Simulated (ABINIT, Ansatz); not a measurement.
Planning a run of ABINIT 10.8.3 on GaAs (F-43m). The input:

```
acell 3*1.0 Angstrom
rprim 
  0.000000000000 2.826850000000 2.826850000000
  2.826850000000 0.000000000000 2.826850000000
  2.826850000000 2.826850000000 0.000000000000
ntypat 2
znucl 31 33
natom 2
typat 1 2
xred 
  0.000000000000 0.000000000000 0.000000000000
  0.250000000000 0.250000000000 0.250000000000
pp_dirpath "pseudos"
pseudos "Ga.upf, As.upf"
ecut 45
ngkpt 4 4 4
nshiftk 1
shiftk 0 0 0
kptopt 1
chksymbreak 0
irdden 1
istwfk *1
nband 164
prtvol 0
optdriver 6
gwr_task "HDIAGO"
paral_kgb 0
occopt 1
indata_prefix "in"
outdata_prefix "out"
tmpdata_prefix "tmp"
```

```sh
OMP_NUM_THREADS=1 mpirun -n 4 abinit run.abi > log
```

How long will it take on 4 MPI ranks of Arm Neoverse V2, shared host, and how much memory?

It took 1.7 min; on shared hardware allow 52 s to 3.5 min. Peak host memory was 4.4 GiB.

[Paths, hosts, dates, memory and timing lines, banners, echoed tables and standing remarks are left out of the program output.]

[Logs are printed without paths, hosts, clocks, repeated set-up lines and the standing remarks that a program may print on its own settings, such as how far it seeks lower states.]

[Runs of the session that timed out or met a known fault of the program may be left out.]

[Hosts, paths, dates, database ids (printed as entryN), source tags and the programs' standing remarks are cut or masked in the printed files.]

[G0W0 gaps are taken among the corrected bands and points alone; a level outside them can change the order at an edge.]

[Where Ansatz stands beside ABINIT at settings called matched, ABINIT's density can come from a denser mesh and the files from another edition; pairs whose starting gaps differed by over 0.03 eV were left out, so agreement reads better than it is.]
